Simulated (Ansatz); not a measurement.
# How fast states decay through BaH2Se2, part 2 of 2

Aim: relax a made-up compound, BaH2Se2, and see how good a tunnel barrier it would be. It is built by putting Ba for Ca, Se for O in the CaH2O2 structure of space group C2, with the volume rescaled by atomic radii. The parent structure comes from the Materials Project.

Ansatz 0.2.0; r2SCAN DFT, plane waves, PAW files (the session's first sound run).

So far, decay constant at the filling level, zone centre (Å⁻¹): step 4 (complex bands, plane (001), k-mesh 6×6×4) 0.400; step 5 (plane (100), k-mesh 4×6×6) 0.268.

The structure was built from a prototype and need not be the compound's stable phase.

### 6. Band edges at another level, cutoff 660 eV

This step: r2SCAN DFT, plane waves, JTH PAW files (Ansatz 0.2.0).

The edges again with JTH files, at the same atoms. Against that run the cutoff is 660 eV against 500.

Input file input.yaml:

```yaml
crystal:
  lattice:
    - [4.4656505275, -2.5915244049, 0.2920460817]
    - [4.4656505275, 2.5915244049, 0.2920460817]
    - [-0.4346981346, 0.0, 6.2386744618]
  atoms:
    - { symbol: Ba, position: [0.9103061455, 0.0896938545, 0.0] }
    - { symbol: H, position: [0.2436140854, 0.4204017773, 0.5367149508] }
    - { symbol: H, position: [0.5795982227, 0.7563859146, 0.4632850492] }
    - { symbol: Se, position: [0.243441534, 0.4230529876, 0.7705459829] }
    - { symbol: Se, position: [0.5769470124, 0.756558466, 0.2294540171] }
kpoints:
  mp_grid: { grid: [6, 6, 4] }
  band_path: { path: [VBM, CBM], npoints: 30 }
scf:
  occupations: { method: fixed }
hamiltonian:
  xc: r2scan
  pseudopotentials: { kind: paw, source: jth }
output:
  eigenvalues: true
```

Run with:

```console
ansatz run input.yaml --threads 2 --pin off --max-ram 4096MiB --backend cpu --events-out ev --progress --plain --runs-dir out
```

Elapsed: 36 s, on 2 threads of Intel Xeon Platinum 8559C (Emerald Rapids), shared host; peak memory 1.2 GiB; 71 s of CPU time.

This step gave:

- free energy: -11155.7789 eV
- Fermi energy: 1.943 eV
- gap on the k-mesh: 3.274 eV
- gap on path: 3.274 eV, by band count; negative where bands overlap
- direct gap on path: 3.488 eV

The electronic bands at the labelled points (eV, zero at the Fermi level (highest filled level under fixed occupations); v1 is the highest filled band, c1 the lowest empty one):

| point | v4 | v3 | v2 | v1 | c1 | c2 | c3 | c4 |
| --- | --- | --- | --- | --- | --- | --- | --- | --- |
| VBM | -1.27 | -1.26 | 0.00 | 0.00 | 3.49 | 4.03 | 4.41 | 4.91 |
| halfway | -1.07 | -1.04 | -0.70 | -0.22 | 3.61 | 4.30 | 4.53 | 5.34 |
| CBM | -1.49 | -0.70 | -0.59 | -0.51 | 3.27 | 4.72 | 5.05 | 5.85 |

The searched edges give 3.27 eV, as on the mesh.

### 7. Complex bands at another level, cutoff 660 eV

This step: r2SCAN DFT, plane waves, JTH PAW files; complex bands by layer matching along the plane's normal (Ansatz 0.2.0).

The complex bands at that level, over its own gap, at (0, 0) and (0, -0.5).

Input file input.yaml:

```yaml
crystal:
  lattice:
    - [5.18304881, 0.0, 0.0]
    - [2.591524405, 4.475190001, 0.0]
    - [0.0, -0.026642338, 6.253743814]
  atoms:
    - { symbol: Ba, position: [0.9103061455, 0.0, 0.0] }
    - { symbol: H, position: [0.5795982227, 0.6640158627, 0.5367149508] }
    - { symbol: H, position: [0.2436140854, 0.3359841373, 0.4632850492] }
    - { symbol: Se, position: [0.5769470124, 0.6664945216, 0.7705459829] }
    - { symbol: Se, position: [0.243441534, 0.3335054784, 0.2294540171] }
kpoints:
  mp_grid: { grid: [6, 6, 4] }
scf:
  occupations: { method: fixed }
hamiltonian:
  xc: r2scan
  pseudopotentials: { kind: paw, source: jth }
output:
  eigenvalues: true
  transmission:
    leads: [[0, 0]]
    kpoints: [[0.0, 0.0], [0.0, -0.5]]
    e_range: [-1.0, 4.27]
    de: 0.11
```

The job ended after 43 s (2 threads; peak memory 1.8 GiB).

Numbers from this step:

* level to which the leads are filled: 1.637 eV from the Fermi level
* decay constant at the filling level, zone centre: 0.3977 Å⁻¹
* decay constant at the filling level, slowest listed point: 0.3977 Å⁻¹

K parallel (0, 0); values up to 1.5 1/Å, a degenerate pair printed once or twice; energies at which all values exceed this have no row. Table of Im kz of the slowest decaying states by energy, zero at the highest filled level on the SCF mesh:

```csv
energy (eV),decay 1 (Å⁻¹),decay 2 (Å⁻¹),decay 3 (Å⁻¹),decay 4 (Å⁻¹)
-1.00,0.239,0.245,0.494,0.818
-0.78,0.298,0.306,0.496,0.804
-0.45,0.255,0.266,0.494,0.783
-0.23,0.0607,0.0953,0.491,0.768
-0.01,0.486,0.753,0.945,0.953
0.32,0.347,0.351,0.476,0.729
0.54,0.418,0.423,0.467,0.712
0.76,0.457,0.466,0.471,0.694
1.09,0.438,0.514,0.519,0.666
1.31,0.423,0.536,0.541,0.646
1.64,0.398,0.559,0.563,0.614
1.86,0.378,0.569,0.573,0.591
2.08,0.356,0.566,0.576,0.579
2.41,0.317,0.526,0.580,0.583
2.63,0.286,0.496,0.580,0.583
2.85,0.250,0.463,0.577,0.580
3.18,0.177,0.404,0.569,0.572
3.40,0.0958,0.355,0.561,0.562
3.62,0.290,0.519,0.519,0.552
3.95,0.0506,0.443,0.444,0.533
4.17,0.0914,0.256,0.377,0.379
```

K parallel (0, -0.5); values up to 1.5 1/Å, a degenerate pair printed once or twice; energies at which all values exceed this have no row. Im kz of the slowest decaying states against energy, zero at the highest filled level on the SCF mesh:

| energy (eV) | decay 1 (Å⁻¹) | decay 2 (Å⁻¹) | decay 3 (Å⁻¹) | decay 4 (Å⁻¹) |
| --- | --- | --- | --- | --- |
| -1.00 | 0.0662 | 0.270 | 0.440 | 0.762 |
| -0.78 | 0.155 | 0.384 | 0.745 | 1.19 |
| -0.45 | 0.210 | 0.718 | 1.16 | 1.17 |
| -0.23 | 0.335 | 0.341 | 0.700 | 1.14 |
| -0.01 | 0.398 | 0.493 | 0.680 | 1.12 |
| 0.32 | 0.451 | 0.626 | 0.649 | 1.08 |
| 0.54 | 0.475 | 0.627 | 0.685 | 1.06 |
| 0.76 | 0.493 | 0.603 | 0.730 | 1.04 |
| 1.09 | 0.513 | 0.566 | 0.776 | 1.01 |
| 1.31 | 0.523 | 0.538 | 0.797 | 0.984 |
| 1.64 | 0.494 | 0.531 | 0.817 | 0.953 |
| 1.86 | 0.462 | 0.534 | 0.825 | 0.933 |
| 2.08 | 0.426 | 0.534 | 0.828 | 0.913 |
| 2.41 | 0.366 | 0.528 | 0.827 | 0.887 |
| 2.63 | 0.318 | 0.520 | 0.823 | 0.871 |
| 2.85 | 0.260 | 0.509 | 0.816 | 0.850 |
| 3.18 | 0.124 | 0.483 | 0.801 | 0.804 |
| 3.40 | 0.460 | 0.774 | 0.788 | 0.835 |
| 3.62 | 0.430 | 0.743 | 0.772 | 0.830 |
| 3.95 | 0.371 | 0.697 | 0.743 | 0.824 |
| 4.17 | 0.319 | 0.666 | 0.719 | 0.821 |

At the listed wavevectors the last open channel is at -0.01 eV and the next at +3.29 eV on the grid. At +1.64 eV, the grid energy nearest the filling level (the middle of the gap on the SCF mesh), the slowest state at the listed wavevectors decays with κ = 0.398 Å⁻¹, its amplitude falling by e over 2.5 Å; the first such run, plane (001), gave 0.400 Å⁻¹ over as many of its listed wavevectors.

### 8. The same cell, other settings

This step: r2SCAN DFT, plane waves, PAW files; complex bands by layer matching along the plane's normal; changed: output.transmission.kpoints = null, output.transmission.kmesh = [8, 8, 1], scf.max_iter = 100 (Ansatz 0.2.0).

This run repeats an earlier one, its twin (the complex run, plane (001)), with three settings changed (output.transmission.kpoints, scf.max_iter, output.transmission.kmesh; files written aside). The setting was drawn as a possible misstep, on purpose. Where the input is shown as a difference, that is against the step before, not the twin.

input.yaml: that of step 7 with these lines changed.

```diff
@@ -15,5 +15,5 @@
   occupations: { method: fixed }
+  max_iter: 100
 hamiltonian:
   xc: r2scan
-  pseudopotentials: { kind: paw, source: jth }
 output:
@@ -22,4 +22,4 @@
     leads: [[0, 0]]
-    kpoints: [[0.0, 0.0], [0.0, -0.5]]
-    e_range: [-1.0, 4.27]
+    e_range: [-1.0, 4.32]
     de: 0.11
+    kmesh: [8, 8, 1]
```

The job ended after 0.02 s (2 threads; peak memory 0.03 GiB).

The program refused the input before any cycle.

The program's message: “Error: YAML parse error: error: line 25 column 5: invalid length 3, expected a tuple of size 2”

The change that led to it: output.transmission.kpoints = null and output.transmission.kmesh = [8, 8, 1].

### 9. Summary of results

* band gap: 3.32 eV
* least decay constant at mid-gap, normal to (001): 0.400 Å⁻¹
* least decay constant at mid-gap, normal to (100): 0.268 Å⁻¹
* least decay constant, JTH files: 0.398 Å⁻¹

**Reading.** With r2SCAN, the slowest decay at the wavevectors tried is κ = 0.268 Å⁻¹, normal to (100). Through such a film the transmission near mid-gap falls as exp(−2κd), a factor of ten every 4.3 Å. The decay depends on direction: 1.5 times faster normal to (001). A free electron under a barrier of half the gap would need a mass of 0.16 mₑ to decay at this rate. With JTH files the gap goes from 3.32 to 3.27 eV and the decay constant, over the first 2 listed wavevectors, from 0.400 to 0.398 Å⁻¹. The compound is made up by substitution; its stability against other phases and against distortions of the cell's symmetry was not tested. r2SCAN still narrows gaps, if less than LDA and GGA do, so real decay constants are likely larger.

[Logs are printed without paths, hosts, clocks, repeated set-up lines and the standing remarks that a program may print on its own settings, such as how far it seeks lower states.]

[Hosts, paths, dates, database ids (printed as entryN), source tags and the programs' standing remarks are cut or masked in the printed files.]
